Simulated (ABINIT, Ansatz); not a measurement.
# Calculated records

## KNa3H4 (Pm-3m): one start, several treatments of the self-energy

Symmetry: Pm-3m, No. 221, cubic system. The conventional cell has a = 5.119 Å, b = 5.119 Å, c = 5.119 Å, α = 90.00°, β = 90.00°, γ = 90.00°. Nearest to K lie 6 H at 2.56 Å. Nearest to Na lie 6 H at 2.56 Å. H has 6 Na at 2.56 Å nearest. Nearest to H lie 4 Na at 2.56 Å and 2 K at 2.56 Å. Farther neighbours, and contacts between anions beyond the nearest, are not listed.

```xyz
8
Lattice="5.1186 0.0000 0.0000 0.0000 5.1186 0.0000 0.0000 0.0000 5.1186" Properties=species:S:1:pos:R:3 pbc="T T T"
K     2.5593    2.5593    2.5593
Na    0.0000    0.0000    2.5593
Na    0.0000    2.5593    0.0000
Na    2.5593    0.0000    0.0000
H     0.0000    0.0000    0.0000
H     2.5593    2.5593    0.0000
H     2.5593    0.0000    2.5593
H     0.0000    2.5593    2.5593
```

| Property | Result |
| --- | --- |
| method | RPA screening on LDA, plane waves, norm-conserving pseudopotentials (and 3 further levels or steps) |
| program | ABINIT 10.8.3 |
| settings | cutoff 38 Ha, PseudoDojo scalar-relativistic 0.4.1 standard, norm-conserving, ngkpt (2, 2, 2), nband 108, ecuteps 4.2 Ha, gwcalctyp 2, nfreqre 16, nfreqim 8, inclvkb 2, freqremax 40 eV, spmeth 1, nomegasf 120, shiftk (0, 0, 0), symchi 1, awtr 1, frequency cd, 2×2×2 k-mesh |
| cost | 8 runs, 3.4 min in all on 4 MPI ranks of Arm Neoverse V2, shared host |
| notes | The program’s warnings: Min real frequency set to default [Ha] =. The cell and positions are those that the Materials Project relaxed with its own functionals (PBE, PBE+U or r2SCAN), kept fixed. The 2×2×2 mesh is coarse for this cell, which bears on the long-range parts of exchange and screening. |
| G0W0, Godby-Needs plasmon pole | 4.743 eV |
| G0W0, von der Linden-Horsch plasmon pole | 4.976 eV |
| G0W0, Hybertsen-Louie plasmon pole | 4.974 eV |
| one-shot Hartree-Fock | 9.959 eV |
| G0W0, contour deformation | 4.640 eV |
| known limits | short of the basis limit; coarse k mesh |

G0W0, von der Linden-Horsch plasmon pole: +0.233 eV against G0W0, Godby-Needs plasmon pole. G0W0, Hybertsen-Louie plasmon pole: +0.231 eV against G0W0, Godby-Needs plasmon pole.

[Long decimals in the printed logs are rounded to 6 places.]

[Logs are printed without paths, hosts, clocks, repeated set-up lines and the standing remarks that a program may print on its own settings, such as how far it seeks lower states.]

[Paths, hosts, dates, memory and timing lines, banners, echoed tables and standing remarks are left out of the program output; an Ansatz launch command may be rebuilt from the run's recorded settings. Measured values are a selection of at most five: reports struck by readers or far from the other reports are left out. None is set beside runs whose start may be inverted or whose files or cutoffs have a known fault.]

[Runs of the session that timed out or met a known fault of the program may be left out.]

[Hosts, paths, dates, database ids (printed as entryN), source tags and the programs' standing remarks are cut or masked in the printed files.]

[G0W0 gaps are taken among the corrected bands and points alone; a level outside them can change the order at an edge.]

[Where Ansatz stands beside ABINIT at settings called matched, ABINIT's density can come from a denser mesh and the files from another edition; pairs whose starting gaps differed by over 0.03 eV were left out, so agreement reads better than it is.]
